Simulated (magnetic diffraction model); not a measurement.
# SrErAu: what an assumed order does to the neutron pattern

Space group P6_3mc (no. 186), a = 4.9280 Å, c = 7.9900 Å.

| site | atom | x | y | z |
| --- | --- | --- | --- | --- |
| 2b | Au | 1/3 | 2/3 | 0.8268 |
| 2a | Er | 0 | 0 | 0.0002 |
| 2b | Sr | 2/3 | 1/3 | 0.7231 |

The compound is invented for this exercise: a known structure type with other elements, its cell scaled to their sizes and not relaxed.

Only Er is taken to order (form factors of Er3+); orders and moment sizes are assumed, and not adapted to the symmetry. Radiation: neutrons of λ = 2.567 Å, 5° to 100°; isotropic B of 0.36 Å² (Au), 0.36 Å² (Er) and 0.41 Å² (Sr). The intensities are simulated: I ∝ L Σ (|F_N|² + |F_M⊥|²) for unpolarised neutrons, with F_M = 2.695 fm/μB × Σ f(s) S exp(2πi Q·r) exp(−B s²) at Q = H ± k (one set where k and −k are equivalent), only the part normal to Q counting and L = 1/(sin²θ cos θ). For collinear order S is the moment m, which repeats by lattice and centring translations R with the sign exp(−2πi k·R). Form factors are spin-only for 3d ions and dipole or tabulated for f ions, scattering lengths are Sears's of 1992, and absorption is left out. A label names one of the reflections at its angle. The strongest nuclear line in the range is 100, and lines under 0.2 are left out.

Assume the order k = (0 1/2 1/2), collinear moments along [101], 3.9 μB on Er; signs + at (0, 0, 0.0002), + at (0, 0, 0.5002).

Predict the pattern, nuclear and magnetic parts apart.

```
2θ (°)         index  nuclear  magnetic
 19.63   (0 1/2 1/2)      0.0      49.4
 31.63  (1 -1/2 1/2)      0.0      15.3
 33.00   (0 1/2 3/2)      0.0       9.8
 37.48       (0 0 2)      4.1       0.0
 39.87       (1 0 1)     14.3       0.0
 41.56  (1 -1/2 3/2)      0.0       6.6
 47.89   (1 1/2 1/2)      0.0      16.2
 50.79   (0 1/2 5/2)      0.0       3.1
 52.22       (1 0 2)     96.2       0.0
 54.54   (0 3/2 1/2)      0.0       7.1
 55.44   (1 1/2 3/2)      0.0      10.1
 57.20  (-1 1/2 5/2)      0.0       2.7
 61.52   (0 3/2 3/2)      0.0       4.7
 62.78       (1 1 0)    100.0       0.0
 66.47  (2 -1/2 1/2)      0.0       7.1
 68.85   (1 1/2 5/2)      0.0       5.2
 69.23       (1 0 3)     38.1       0.0
 71.18   (0 1/2 7/2)      0.0       1.4
 72.78  (2 -1/2 3/2)      0.0       5.4
 74.31   (0 3/2 5/2)      0.0       2.6
 75.47       (1 1 2)      7.8       0.0
 76.58  (1 -1/2 7/2)      0.0       1.3
 77.01       (2 0 1)      5.0       0.0
 79.97       (0 0 4)      5.7       0.0
 82.65   (1 3/2 1/2)      0.0       6.0
 84.86  (2 -1/2 5/2)      0.0       3.5
 85.99       (2 0 2)     47.7       0.0
 87.06   (1 1/2 7/2)      0.0       2.8
 87.86   (2 1/2 1/2)      0.0       4.8
 88.59   (1 3/2 3/2)      0.0       4.9
 90.38       (1 0 4)     10.8       0.0
 92.25   (0 3/2 7/2)      0.0       1.5
 93.77   (2 1/2 3/2)      0.0       4.0
 95.18   (0 1/2 9/2)      0.0       0.8
 98.25   (0 5/2 1/2)      0.0       2.4
```

The strongest magnetic line in the range is (0 1/2 1/2) at 19.63° (49.4). On top of the Lorentz factor, which all lines share, magnetic lines fade with angle because f falls: for Er3+ it is 0.96, 0.86, 0.73 and 0.47 at sin θ/λ = 0.1, 0.2, 0.3 and 0.5 Å⁻¹, while nuclear lengths stay constant. The order has no net moment.

[Logs are printed without paths, hosts, clocks, repeated set-up lines and the standing remarks that a program may print on its own settings, such as how far it seeks lower states.]
